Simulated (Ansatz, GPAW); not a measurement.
# Cutoff, mesh and smearing for a 10-layer slab of Pb(110), part 2 of 3

Wanted: a convergence study on the slab a 10-layer slab of Pb(110).

GPAW 26.7.0 and Ansatz 0.2.0; Ansatz plane waves; slab in vacuum with a dipole correction, relaxation (the session's first sound run).

So far, upper work function (eV): step 2 (relaxing the atoms) 3.69.

### Step 3. Plane waves, PBE

With the geometry fixed, the planar mean of the potential gives the vacuum level on each side.

This step: GPAW, PAW setups; slab in vacuum (GPAW 26.7.0).

The input, run.py:

```python
import json
import numpy as np
from ase import Atoms
from gpaw import GPAW, PW

slab = Atoms(
    ['Pb', 'Pb', 'Pb', 'Pb', 'Pb', 'Pb', 'Pb', 'Pb', 'Pb', 'Pb'],
    positions=[
        [2.47500, 1.75009, 8.00000],
        [0.00000, 0.00000, 9.75009],
        [2.47500, 1.75009, 11.50018],
        [0.00000, 0.00000, 13.25027],
        [2.47500, 1.75009, 15.00036],
        [0.00000, 0.00000, 16.87169],
        [2.47500, 1.75009, 18.76744],
        [0.00000, 0.00000, 20.51008],
        [2.47500, 1.75009, 22.36132],
        [0.00000, 0.00000, 23.89755]],
    cell=[[4.95, 0.0, 0.0], [0.0, 3.50018, 0.0], [0.0, 0.0, 31.7508]],
    pbc=[True, True, False])

slab.calc = GPAW(mode=PW(400), xc='PBE', kpts={'size': (7, 9, 1), 'gamma': True},
                 occupations={'name': 'fermi-dirac', 'width': 0.1}, nbands='200%',
                 convergence={'density': 1e-05}, maxiter=200,
                 poissonsolver={'dipolelayer': 'xy'},
                 symmetry={'tolerance': 1e-3}, txt='slab.txt')
result = {}
energy = slab.get_potential_energy()
fermi = slab.calc.get_fermi_level()
v = slab.calc.get_electrostatic_potential().mean((0, 1)) - fermi
n = slab.calc.get_pseudo_density().mean((0, 1))
L = slab.cell[2, 2]
z = np.arange(len(v)) * L / len(v)
low, high = slab.positions[:, 2].min(), slab.positions[:, 2].max()
below, above = np.interp([low - 5.8, high + 5.8], z, v)
slopes = [np.interp(x, z, np.gradient(v, z)) for x in (low - 5.8, high + 5.8)]
eps = np.array([[slab.calc.get_eigenvalues(k, s) for k in range(len(slab.calc.get_ibz_k_points()))]
                for s in range(slab.calc.get_number_of_spins())]) - fermi
top, bottom = eps[eps < 0].max(), eps[eps > 0].min()
dipole = slab.get_dipole_moment()[2]
print(f'energy {energy:.4f} eV, Fermi level {fermi:.4f} eV, dipole {dipole:.5f} e A')
print(f'potential 5.8 A off the faces, from the Fermi level: lower {below:.4f} eV, upper {above:.4f} eV')
print(f'slope of the potential there: lower {slopes[0]:.5f}, upper {slopes[1]:.5f} eV/A')
print(f'nearest levels on the mesh: {top:.4f} and {bottom:.4f} eV')
print('magnetic moment', round(slab.get_magnetic_moment(), 3))
result.update(energy=energy, fermi=fermi, dipole=dipole, below=below, above=above, slopes=slopes, edges=[top, bottom],
              z=z.tolist(), v=v.tolist(), n=n.tolist(), positions=slab.positions.tolist(),
              forces=slab.get_forces(apply_constraint=False).tolist(), moments=slab.get_magnetic_moments().tolist())
json.dump(result, open('result.json', 'w'))
```

Command:

```console
$ OMP_NUM_THREADS=1 OPENBLAS_NUM_THREADS=1 python run.py
```

Output:

```text
energy -36.5472 eV, Fermi level 2.5400 eV, dipole -0.00117 e A
potential 5.8 A off the faces, from the Fermi level: lower 3.6919 eV, upper 3.7156 eV
slope of the potential there: lower 0.00001, upper 0.00047 eV/A
nearest levels on the mesh: -0.0510 and 0.0133 eV
magnetic moment 0.0
```

The job ended after 46 min (1 thread of Arm Neoverse N1, shared host; peak memory 0.79 GiB).

This step gave:

```yaml
dipole_along_the_normal: -0.001173 e·Å
levels_nearest_the_fermi_level_on_the_mesh: -0.05105, 0.01334 eV from the Fermi level
upper_work_function: 3.716 eV
lower_work_function: 3.692 eV
```

The electrostatic potential energy of an electron (without an applied field's), less the Fermi level, planar mean oscillates, so the rows of the table below give means over windows of 1.78 Å about each position, cut where the curve ends. Its maxima inside the range that stand out by 2 % of the span (Å: eV): 8.9: -3.25, 10.6: -3.33, 12.4: -3.36, 14.1: -3.35, 16.0: -2.33, 17.8: -2.11, 19.7: -3.36, 21.4: -2.48, 23.1: -5.46. Its minima: 8.0: -12.2, 9.7: -12.4, 11.4: -12.5, 13.3: -12.5, 15.0: -12.5, 16.8: -12.3, 18.8: -12.5, 20.5: -12.5, 22.4: -12.6, 23.9: -12.5.

The electrostatic potential energy of an electron (without an applied field's), less the Fermi level, planar mean by z; means over each step:

```csv
z (Å),"electrostatic potential energy of an electron (without an applied field's), less the Fermi level, planar mean (eV)"
0.89,3.69
2.67,3.69
4.45,3.68
6.23,2.90
8.01,-6.80
9.79,-7.47
11.57,-7.56
13.35,-7.58
15.13,-7.27
16.91,-7.09
18.69,-7.27
20.47,-7.39
22.25,-7.67
24.03,-6.87
25.81,3.16
27.59,3.71
29.37,3.72
31.15,3.72
```

The pseudo valence density, planar mean oscillates, so the rows of the table below give means over windows of 1 Å about each position, cut where the curve ends. Its maxima inside the range that stand out by 2 % of the span (Å: e/Å³): 8.0: 0.750, 9.7: 0.764, 11.4: 0.756, 13.2: 0.747, 14.9: 0.732, 16.8: 0.755, 18.8: 0.759, 20.5: 0.762, 22.5: 0.744, 24.0: 0.736. Its minima: 8.9: 0.257, 10.6: 0.260, 12.3: 0.262, 14.0: 0.264, 16.0: 0.223, 17.7: 0.222, 19.7: 0.262, 21.4: 0.229, 23.1: 0.334.

Pseudo valence density, planar mean against z; means over each step:

```csv
z (Å),"pseudo valence density, planar mean (e/Å³)"
3,9.5e-6
4,8.8e-5
5,8.8e-4
6,0.00951
7,0.125
8,0.558
9,0.347
10,0.542
11,0.437
12,0.439
13,0.537
14,0.351
15,0.573
16,0.296
17,0.556
18,0.308
19,0.539
20,0.434
21,0.427
22,0.494
23,0.444
24,0.557
25,0.0987
26,0.00732
27,6.6e-4
28,6.4e-5
```

Force by atom:

```csv
atom,x (eV/Å),y (eV/Å),z (eV/Å),size
Pb1,0.000,0.000,0.288,0.288
Pb2,0.000,0.000,-0.304,0.304
Pb3,0.000,0.000,-0.105,0.105
Pb4,0.000,0.000,-0.062,0.062
Pb5,0.000,0.000,0.182,0.182
Pb6,0.000,0.000,0.002,0.002
Pb7,0.000,0.000,0.010,0.010
Pb8,0.000,0.000,0.009,0.009
Pb9,0.000,0.000,-0.005,0.005
Pb10,0.000,0.000,-0.029,0.029
```

The potential is flat to 4.7e-4 eV/Å where it is read, so the vacuum is wide enough. The geometry is the other program's minimum; here the largest force on a free atom is 0.029 eV/Å.

### Step 4. Cutoff 200

The cutoff limits how sharply the smooth valence waves can vary, which tells mostly near the atoms.

run.py, as its differences from that of step 3:

```diff
@@ -21,3 +21,3 @@
 
-slab.calc = GPAW(mode=PW(400), xc='PBE', kpts={'size': (7, 9, 1), 'gamma': True},
+slab.calc = GPAW(mode=PW(200), xc='PBE', kpts={'size': (7, 9, 1), 'gamma': True},
                  occupations={'name': 'fermi-dirac', 'width': 0.1}, nbands='200%',
```

Output:

```text
energy -27.9200 eV, Fermi level 2.5480 eV, dipole -0.01000 e A
potential 5.8 A off the faces, from the Fermi level: lower 3.7232 eV, upper 3.7043 eV
slope of the potential there: lower -0.00730, upper -0.00563 eV/A
nearest levels on the mesh: -0.0486 and 0.0167 eV
magnetic moment 0.0
```

Wall time 17 min (1 thread); peak memory 0.36 GiB.

The run finished. A setting was moved off its sound value on purpose, so it serves as a test and not as the result.

The fault put into the input: a cutoff under that of the base run: the energy of the cell lies 8.6 eV from the base value (ecut = 200).

The two runs compared:

```csv
quantity,this run,sound run,difference
dipole along the normal (e·Å),-0.0099975,-0.0011729,-0.00882
upper work function (eV),3.7043,3.7156,-0.0113
lower work function (eV),3.7232,3.6919,0.0312
```

The two runs differ clearly in the lower work function: 3.72 eV against 3.69 eV.

### Step 5. Cutoff 300

The cutoff limits how sharply the smooth valence waves can vary, which tells mostly near the atoms.

run.py, as its differences from that of step 4:

```diff
@@ -21,3 +21,3 @@
 
-slab.calc = GPAW(mode=PW(200), xc='PBE', kpts={'size': (7, 9, 1), 'gamma': True},
+slab.calc = GPAW(mode=PW(300), xc='PBE', kpts={'size': (7, 9, 1), 'gamma': True},
                  occupations={'name': 'fermi-dirac', 'width': 0.1}, nbands='200%',
```

Output:

```text
energy -32.2106 eV, Fermi level 2.5434 eV, dipole -0.00185 e A
potential 5.8 A off the faces, from the Fermi level: lower 3.6960 eV, upper 3.7186 eV
slope of the potential there: lower -0.00042, upper 0.00040 eV/A
nearest levels on the mesh: -0.0493 and 0.0166 eV
magnetic moment 0.0
```

It took 28 min on 1 thread; peak memory 0.55 GiB.

The run finished. A setting was moved off its sound value on purpose, so it serves as a test and not as the result.

The fault put into the input: a cutoff under that of the base run: the energy of the cell lies 4.3 eV from the base value (ecut = 300).

Side by side:

```csv
quantity,this run,sound run,difference
upper work function (eV),3.7186,3.7156,0.00306
lower work function (eV),3.6960,3.6919,0.00405
```

### Step 6. Cutoff 700: ecut = 700

The cutoff limits how sharply the smooth valence waves can vary, which tells mostly near the atoms.

run.py, as its differences from that of step 5:

```diff
@@ -21,3 +21,3 @@
 
-slab.calc = GPAW(mode=PW(300), xc='PBE', kpts={'size': (7, 9, 1), 'gamma': True},
+slab.calc = GPAW(mode=PW(700), xc='PBE', kpts={'size': (7, 9, 1), 'gamma': True},
                  occupations={'name': 'fermi-dirac', 'width': 0.1}, nbands='200%',
```

Output:

```text
energy -37.3602 eV, Fermi level 2.5391 eV, dipole -0.00184 e A
potential 5.8 A off the faces, from the Fermi level: lower 3.6917 eV, upper 3.7134 eV
slope of the potential there: lower -0.00008, upper 0.00006 eV/A
nearest levels on the mesh: -0.0516 and 0.0126 eV
magnetic moment 0.0
```

Elapsed: 1.6 h, on 1 thread; peak memory 1.6 GiB.

This step gave:

```
dipole along the normal                    : -0.001835 e·Å
levels nearest the Fermi level on the mesh : -0.05157, 0.01257 eV from the Fermi level
upper work function                        : 3.713 eV
```

The electrostatic potential energy of an electron (without an applied field's), less the Fermi level, planar mean oscillates, so the rows of the table below give means over windows of 1.78 Å about each position, cut where the curve ends. Its maxima inside the range that stand out by 2 % of the span (Å: eV): 8.9: -3.27, 10.6: -3.29, 12.4: -3.33, 14.1: -3.36, 16.0: -2.29, 17.8: -2.11, 19.6: -3.38, 21.5: -2.44, 23.2: -5.48. Its minima: 8.0: -12.2, 9.7: -12.4, 11.4: -12.3, 13.2: -12.5, 15.1: -12.3, 16.8: -12.3, 18.7: -12.3, 20.6: -12.3, 22.4: -12.6, 23.8: -12.4.

Electrostatic potential energy of an electron (without an applied field's), less the Fermi level, planar mean against z; means over each step:

z (Å), electrostatic potential energy of an electron (without an applied field's), less the Fermi level, planar mean (eV) and a bar from the least value:
```
     0.89        3.7 ##############################
     2.67        3.7 ##############################
     4.45        3.7 ##############################
     6.23        2.9 ############################
     8.01       -6.8 ##
     9.79       -7.5 #
    11.57       -7.6 
    13.35       -7.6 
    15.13       -7.3 #
    16.91       -7.1 ##
    18.69       -7.3 #
    20.47       -7.4 #
    22.25       -7.7 
    24.03       -6.9 ##
    25.81        3.2 #############################
    27.59        3.7 ##############################
    29.37        3.7 ##############################
    31.15        3.7 ##############################
```

The pseudo valence density, planar mean oscillates, so the rows of the table below give means over windows of 1.78 Å about each position, cut where the curve ends. Its maxima inside the range that stand out by 2 % of the span (Å: e/Å³): 7.9: 0.735, 9.7: 0.764, 11.5: 0.765, 13.3: 0.761, 15.1: 0.747, 16.8: 0.755, 18.8: 0.759, 20.6: 0.749, 22.4: 0.773, 23.8: 0.743. Its minima: 8.9: 0.258, 10.7: 0.261, 12.3: 0.262, 14.1: 0.259, 15.9: 0.224, 17.8: 0.214, 19.6: 0.262, 21.4: 0.229, 23.2: 0.334.

Table of pseudo valence density, planar mean by z; means over each step:

```csv
z (Å),"pseudo valence density, planar mean (e/Å³)"
2.67,6.4e-6
4.45,3.6e-4
6.23,0.0276
8.01,0.429
9.79,0.459
11.57,0.458
13.35,0.458
15.13,0.448
16.91,0.441
18.69,0.447
20.47,0.453
22.25,0.466
24.03,0.432
25.81,0.0194
27.59,2.5e-4
29.37,3.9e-6
```

Force by atom:

```csv
atom,x (eV/Å),y (eV/Å),z (eV/Å),size
Pb1,0.000,0.000,0.290,0.290
Pb2,0.000,0.000,-0.302,0.302
Pb3,0.000,0.000,-0.101,0.101
Pb4,0.000,0.000,-0.055,0.055
Pb5,0.000,0.000,0.187,0.187
Pb6,0.000,0.000,-0.001,0.001
Pb7,0.000,0.000,0.009,0.009
Pb8,0.000,0.000,0.008,0.008
Pb9,0.000,0.000,0.001,0.001
Pb10,0.000,0.000,-0.037,0.037
```

The upper face's work function is 3.713 eV, against 3.716 eV in the first plane-wave PBE run at this geometry.

### Step 7. K mesh 2×3

The mesh in the plane samples the bands: a metal's Fermi level needs it dense, and band edges must lie on it.

run.py, as its differences from that of step 6:

```diff
@@ -21,3 +21,3 @@
 
-slab.calc = GPAW(mode=PW(700), xc='PBE', kpts={'size': (7, 9, 1), 'gamma': True},
+slab.calc = GPAW(mode=PW(400), xc='PBE', kpts={'size': (2, 3, 1), 'gamma': True},
                  occupations={'name': 'fermi-dirac', 'width': 0.1}, nbands='200%',
```

Output:

```text
energy -36.4074 eV, Fermi level 2.4621 eV, dipole -0.00474 e A
potential 5.8 A off the faces, from the Fermi level: lower 3.5952 eV, upper 3.6561 eV
slope of the potential there: lower 0.00001, upper 0.00047 eV/A
nearest levels on the mesh: -0.1380 and 0.0414 eV
magnetic moment 0.0
```

Run time: 11 min. Hardware: 1 thread; peak memory 0.4 GiB.

The run finished with changed settings (kpts = [2, 3]); it serves as a test.

Side by side:

```csv
quantity,this run,sound run,difference
dipole along the normal (e·Å),-0.0047390,-0.0011729,-0.00357
upper work function (eV),3.6561,3.7156,-0.0595
lower work function (eV),3.5952,3.6919,-0.0967
```

One result that differs is the lower work function, 3.60 eV against 3.69 eV.

### Step 8. K mesh 4×5

The mesh in the plane samples the bands: a metal's Fermi level needs it dense, and band edges must lie on it.

run.py, as its differences from that of step 7:

```diff
@@ -21,3 +21,3 @@
 
-slab.calc = GPAW(mode=PW(400), xc='PBE', kpts={'size': (2, 3, 1), 'gamma': True},
+slab.calc = GPAW(mode=PW(400), xc='PBE', kpts={'size': (4, 5, 1), 'gamma': True},
                  occupations={'name': 'fermi-dirac', 'width': 0.1}, nbands='200%',
```

Output:

```text
energy -36.6434 eV, Fermi level 2.4930 eV, dipole -0.00481 e A
potential 5.8 A off the faces, from the Fermi level: lower 3.6865 eV, upper 3.7481 eV
slope of the potential there: lower 0.00003, upper 0.00045 eV/A
nearest levels on the mesh: -0.0317 and 0.0479 eV
magnetic moment 0.0
```

Elapsed: 24 min, on 1 thread; peak memory 0.52 GiB.

The run finished with changed settings (kpts = [4, 5]); it serves as a test.

The two runs compared:

```csv
quantity,this run,sound run,difference
dipole along the normal (e·Å),-0.0048119,-0.0011729,-0.00364
upper work function (eV),3.7481,3.7156,0.0325
lower work function (eV),3.6865,3.6919,-0.00547
```

One result that differs is the upper work function, 3.75 eV against 3.72 eV.

### Step 9. K mesh 10×14: kpts = [10, 14]

The mesh in the plane samples the bands: a metal's Fermi level needs it dense, and band edges must lie on it.

run.py, as its differences from that of step 8:

```diff
@@ -21,3 +21,3 @@
 
-slab.calc = GPAW(mode=PW(400), xc='PBE', kpts={'size': (4, 5, 1), 'gamma': True},
+slab.calc = GPAW(mode=PW(400), xc='PBE', kpts={'size': (10, 14, 1), 'gamma': True},
                  occupations={'name': 'fermi-dirac', 'width': 0.1}, nbands='200%',
```

Output:

```text
energy -36.5528 eV, Fermi level 2.5404 eV, dipole -0.00216 e A
potential 5.8 A off the faces, from the Fermi level: lower 3.6786 eV, upper 3.7126 eV
slope of the potential there: lower 0.00001, upper 0.00046 eV/A
nearest levels on the mesh: -0.0121 and 0.0071 eV
magnetic moment 0.0
```

It took 1.8 h on 1 thread; peak memory 1.5 GiB.

This step gave:

```yaml
dipole_along_the_normal: -0.002163 e·Å
levels_nearest_the_fermi_level_on_the_mesh: -0.01211, 0.007071 eV from the Fermi level
lower_work_function: 3.679 eV
```

The electrostatic potential energy of an electron (without an applied field's), less the Fermi level, planar mean oscillates, so the rows of the table below give means over windows of 1.84 Å about each position, cut where the curve ends. Its maxima inside the range that stand out by 2 % of the span (Å: eV): 8.9: -3.25, 10.6: -3.33, 12.4: -3.37, 14.1: -3.33, 16.0: -2.34, 17.8: -2.09, 19.7: -3.35, 21.5: -2.48, 23.1: -5.44. Its minima: 8.0: -12.2, 9.7: -12.4, 11.4: -12.5, 13.3: -12.5, 15.0: -12.5, 16.8: -12.3, 18.8: -12.4, 20.5: -12.5, 22.4: -12.6, 23.9: -12.5.

The electrostatic potential energy of an electron (without an applied field's), less the Fermi level, planar mean by z; means over each step:

z (Å), electrostatic potential energy of an electron (without an applied field's), less the Fermi level, planar mean (eV) and a bar from the least value:
```
     0.92        3.7 ##############################
     2.76        3.7 ##############################
     4.60        3.7 ##############################
     6.44        2.3 ###########################
     8.28       -7.1 #####
    10.12       -7.5 ####
    11.96       -7.6 ####
    13.80       -7.7 ####
    15.64       -6.9 ######
    17.48       -6.7 ######
    19.32       -7.7 ####
    21.16       -7.0 #####
    23.00       -9.4 
    24.84       -1.6 ##################
    26.68        3.6 ##############################
    28.52        3.7 ##############################
    30.36        3.7 ##############################
```

The upper face's work function is 3.713 eV, against 3.716 eV in the first plane-wave PBE run at this geometry.

### Step 10. Scheme Methfessel-Paxton of order 0 (Gaussian), smearing 0.1

Smearing changes the occupations near the Fermi level, and with them the level itself. Smearing helps the SCF of a metal converge, but it blurs occupations at band edges near the Fermi level.

run.py, as its differences from that of step 9:

```diff
@@ -21,4 +21,4 @@
 
-slab.calc = GPAW(mode=PW(400), xc='PBE', kpts={'size': (10, 14, 1), 'gamma': True},
-                 occupations={'name': 'fermi-dirac', 'width': 0.1}, nbands='200%',
+slab.calc = GPAW(mode=PW(400), xc='PBE', kpts={'size': (7, 9, 1), 'gamma': True},
+                 occupations={'name': 'methfessel-paxton', 'width': 0.1}, nbands='200%',
                  convergence={'density': 1e-05}, maxiter=200,
```

Output:

```text
energy -36.5548 eV, Fermi level 2.5402 eV, dipole -0.00020 e A
potential 5.8 A off the faces, from the Fermi level: lower 3.6970 eV, upper 3.7105 eV
slope of the potential there: lower 0.00001, upper 0.00047 eV/A
nearest levels on the mesh: -0.0524 and 0.0128 eV
magnetic moment 0.0
```

Elapsed: 51 min, on 1 thread; peak memory 0.79 GiB.

This step gave:

| Item | Value |
| --- | --- |
| dipole along the normal | -2.04e-4 e·Å |
| levels nearest the Fermi level on the mesh | -0.05240, 0.01277 eV from the Fermi level |
| upper work function | 3.711 eV |
| lower work function | 3.697 eV |

The upper face's work function is 3.711 eV, against 3.716 eV in the first plane-wave PBE run at this geometry.

(Continued in part 3 of 3.)

[Logs are printed without paths, hosts, clocks, repeated set-up lines and the standing remarks that a program may print on its own settings, such as how far it seeks lower states.]

[Hosts, paths, dates, database ids (printed as entryN), source tags and the programs' standing remarks are cut or masked in the printed files.]
